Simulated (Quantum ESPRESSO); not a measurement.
# LiCl (Fm-3m): phonon frequency against volume, with a fit

Aim: the Grüneisen parameter and the pressure coefficient of an optical mode of LiCl (Fm-3m).

Calculated with Quantum ESPRESSO 7.5; DFT LDA, scalar-relativistic, plane waves, PseudoDojo norm-conserving pseudopotentials.

The database entry behind the starting cell differs from later determinations by our own check (0.1 to 0.3 % short, probably kX units), so it need not match the best structure at ambient conditions.

## 1. The relaxed structure

It takes space group Fm-3m (No. 225, cubic). The conventional cell has a = 4.964 Å, b = 4.964 Å, c = 4.964 Å, α = 90.00°, β = 90.00°, γ = 90.00°. Li has 6 Cl at 2.48 Å nearest. Cl has 6 Li at 2.48 Å nearest. Farther neighbours and most contacts between anions are not listed.

This is the cell after its relaxation at this level of theory, not the database cell from which that began.

## 2. Runs at several volumes

The relaxed cell is scaled uniformly; in this structure symmetry fixes all atoms, so nothing has to be relaxed anew. Each volume gets a ground state and a response at Γ. The mode followed is the highest one without the macroscopic field, of symmetry T1u; longitudinal polar modes lie higher. Cutoff 81 Ry, k mesh 8×8×8.

From the response at V/V₀ = 0.94:

The program printed:

```text
[banners, grids, parts of the stress and lines that vanish by symmetry left out]
Program PHONON v.7.5
     Reading xml data from directory:

[...]
Exchange-correlation= PW
                           (   1   4   0   0   0   0   0)
[...]
kinetic-energy cut-off    =      81.0000  Ry
     charge density cut-off    =     324.0000  Ry
     convergence threshold     =      1.0E-18
[...]
Exchange-correlation= PW
                           (   1   4   0   0   0   0   0)
[...]
q = (   0.0000000   0.0000000   0.0000000 )
     49 Sym.Ops. (with q -> -q+G )
     G cutoff =  346.5561  (  19195 G-vectors)     FFT grid: ( 40, 40, 40)
     number of k points=    29
[...]
Mode symmetry, O_h (m-3m)  point group:
[...]
Dielectric constant
[...]
End of electric fields calculation
          Dielectric constant in cartesian axis
          (       3.285218768       0.000000000       0.000000000 )
          (       0.000000000       3.285218768      -0.000000000 )
          (       0.000000000      -0.000000000       3.285218768 )
          Effective charges (d Force / dE) in cartesian axis without acoustic sum rule applied (asr)
           atom    1  Li    Mean Z*:        1.15252
      Ex  (        1.15252        0.00000        0.00000 )
      Ey  (        0.00000        1.15252       -0.00000 )
      Ez  (        0.00000       -0.00000        1.15252 )
           atom    2  Cl    Mean Z*:       -1.15356
      Ex  (       -1.15356        0.00000        0.00000 )
      Ey  (        0.00000       -1.15356        0.00000 )
      Ez  (        0.00000       -0.00000       -1.15356 )
          Effective charges Sum: Mean:       -0.00104
[...]
Effective charges (d Force / dE) in cartesian axis with asr applied:
           atom    1  Li    Mean Z*:        1.15304
[...]
atom    2  Cl    Mean Z*:       -1.15304
[...]
Representation #   1 modes #   1   2   3
[...]
End of self-consistent calculation
     Convergence has been achieved
     Representation #   2 modes #   4   5   6
[...]
End of self-consistent calculation
     Convergence has been achieved
[...]
Dielectric constant in cartesian axis
          (       3.285218768       0.000000000       0.000000000 )
          (       0.000000000       3.285218768      -0.000000000 )
          (       0.000000000      -0.000000000       3.285218768 )
          Effective charges (d Force / dE) in cartesian axis without acoustic sum rule applied (asr)
           atom    1  Li    Mean Z*:        1.15252
      Ex  (        1.15252        0.00000        0.00000 )
      Ey  (        0.00000        1.15252       -0.00000 )
      Ez  (        0.00000       -0.00000        1.15252 )
           atom    2  Cl    Mean Z*:       -1.15356
      Ex  (       -1.15356        0.00000        0.00000 )
      Ey  (        0.00000       -1.15356        0.00000 )
      Ez  (        0.00000       -0.00000       -1.15356 )
          Effective charges Sum: Mean:       -0.00104
[...]
Effective charges (d Force / dE) in cartesian axis with asr applied:
           atom    1  Li    Mean Z*:        1.15304
[...]
atom    2  Cl    Mean Z*:       -1.15304
[...]
q = (    0.000000000   0.000000000   0.000000000 )
[...]
freq (    1) =      -0.026603 [THz] =      -0.887387 [cm-1]
     freq (    2) =      -0.026603 [THz] =      -0.887387 [cm-1]
     freq (    3) =      -0.026603 [THz] =      -0.887387 [cm-1]
     freq (    4) =       8.123883 [THz] =     270.983579 [cm-1]
     freq (    5) =       8.123883 [THz] =     270.983579 [cm-1]
     freq (    6) =       8.123883 [THz] =     270.983579 [cm-1]
[...]
Mode symmetry, O_h (m-3m)  point group:
     freq (   1-   3) =         -0.9  [cm-1]   --> T_1u G_15  G_4- I
     freq (   4-   6) =        271.0  [cm-1]   --> T_1u G_15  G_4- I

   JOB DONE.
```

One volume, V/V₀ = 1, is held back as a test.

```csv
V/V₀,volume (Å³/atom),pressure (GPa),ω (cm⁻¹)
0.94,14.376,2.89,270.98
0.97,14.835,1.33,249.45
1,15.294,0.00,held back
1.03,15.753,-1.14,208.24
1.06,16.211,-2.10,188.21
```

## 3. The fit

The mode Grüneisen parameter is γ = −d ln ω / d ln V.

```csv
ln(V/V₀),ln ω
-0.0619,5.6020
-0.0305,5.5193
0.0296,5.3387
0.0583,5.2376
```

A straight line through these points has the slope -3.027, so γ = 3.03; at V/V₀ = 1 it predicts ω = exp(5.4210 + 0.0000) = 226.10 cm⁻¹.

A parabola of pressure against ln V through V/V₀ = 0.97, 1 and 1.03 gives the bulk modulus B = −dP/d ln V = 41 GPa at V₀. With ω₀ from the fitted line the pressure coefficient follows as dω/dP = γ ω₀ / B = 3.03 × 226.1 / 41 = 16.7 cm⁻¹/GPa.

## 4. The run that was held back

The program printed:

```text
[banners, grids, parts of the stress and lines that vanish by symmetry left out]
[banner, memory and clock lines left out]
Program PHONON v.7.5

[...]
Exchange-correlation= PW
                           (   1   4   0   0   0   0   0)
[...]
kinetic-energy cut-off    =      81.0000  Ry
     charge density cut-off    =     324.0000  Ry
     convergence threshold     =      1.0E-18
[...]
Exchange-correlation= PW
                           (   1   4   0   0   0   0   0)
[...]
q = (   0.0000000   0.0000000   0.0000000 )
     49 Sym.Ops. (with q -> -q+G )
     G cutoff =  361.1506  (  20179 G-vectors)     FFT grid: ( 40, 40, 40)
     number of k points=    29
[...]
Mode symmetry, O_h (m-3m)  point group:
[...]
Dielectric constant
[...]
End of electric fields calculation
          Dielectric constant in cartesian axis
          (       3.189028110       0.000000000       0.000000000 )
          (       0.000000000       3.189028110      -0.000000000 )
          (       0.000000000       0.000000000       3.189028110 )
          Effective charges (d Force / dE) in cartesian axis without acoustic sum rule applied (asr)
           atom    1  Li    Mean Z*:        1.16591
      Ex  (        1.16591        0.00000        0.00000 )
      Ey  (        0.00000        1.16591       -0.00000 )
      Ez  (        0.00000       -0.00000        1.16591 )
           atom    2  Cl    Mean Z*:       -1.16681
      Ex  (       -1.16681        0.00000        0.00000 )
      Ey  (        0.00000       -1.16681       -0.00000 )
      Ez  (        0.00000       -0.00000       -1.16681 )
[...]
Representation #   1 modes #   1   2   3
[...]
End of self-consistent calculation
     Convergence has been achieved
     Representation #   2 modes #   4   5   6
[...]
End of self-consistent calculation
     Convergence has been achieved
[...]
Dielectric constant in cartesian axis
          (       3.189028110       0.000000000       0.000000000 )
          (       0.000000000       3.189028110      -0.000000000 )
          (       0.000000000       0.000000000       3.189028110 )
          Effective charges (d Force / dE) in cartesian axis without acoustic sum rule applied (asr)
           atom    1  Li    Mean Z*:        1.16591
      Ex  (        1.16591        0.00000        0.00000 )
      Ey  (        0.00000        1.16591       -0.00000 )
      Ez  (        0.00000       -0.00000        1.16591 )
           atom    2  Cl    Mean Z*:       -1.16681
      Ex  (       -1.16681        0.00000        0.00000 )
      Ey  (        0.00000       -1.16681       -0.00000 )
      Ez  (        0.00000       -0.00000       -1.16681 )
          Effective charges Sum: Mean:       -0.00090
[...]
Effective charges (d Force / dE) in cartesian axis with asr applied:
           atom    1  Li    Mean Z*:        1.16636
[...]
atom    2  Cl    Mean Z*:       -1.16636
[...]
q = (    0.000000000   0.000000000   0.000000000 )
[...]
freq (    1) =      -0.034353 [THz] =      -1.145905 [cm-1]
     freq (    2) =      -0.034353 [THz] =      -1.145905 [cm-1]
     freq (    3) =      -0.034353 [THz] =      -1.145905 [cm-1]
     freq (    4) =       6.852937 [THz] =     228.589377 [cm-1]
     freq (    5) =       6.852937 [THz] =     228.589377 [cm-1]
     freq (    6) =       6.852937 [THz] =     228.589377 [cm-1]
[...]
Mode symmetry, O_h (m-3m)  point group:
     freq (   1-   3) =         -1.1  [cm-1]   --> T_1u G_15  G_4- I
     freq (   4-   6) =        228.6  [cm-1]   --> T_1u G_15  G_4- I
```

It gives 228.59 cm⁻¹ against the predicted 226.10 cm⁻¹, a miss of 2 cm⁻¹.

## 5. What came out

- mode Grüneisen parameter: 3.027
- bulk modulus: 41.0 GPa
- pressure coefficient: 16.7 cm⁻¹/GPa

In words: The highest optical mode of LiCl (Fm-3m) without the LO-TO term stiffens by 16.7 cm⁻¹ a GPa near the relaxed volume, with γ = 3.03. The power law meets all 5 runs within 1.09 %; between neighbouring volumes γ runs from 2.64 to 3.52. Such a coefficient turns a measured shift of this mode into a hydrostatic stress; uniaxial or biaxial stress splits the mode and needs deformation potentials. These are harmonic values at zero temperature for the structure held cubic, which a run at Γ can't show to be stable; the bulk modulus rests on three points.

[Host names and launcher messages were left out of these logs when they were recorded.]

[Logs are printed without paths, hosts, clocks, repeated set-up lines and the standing remarks that a program may print on its own settings, such as how far it seeks lower states.]

[Hosts, paths, dates, database ids (printed as entryN), source tags and the programs' standing remarks are cut or masked in the printed files.]
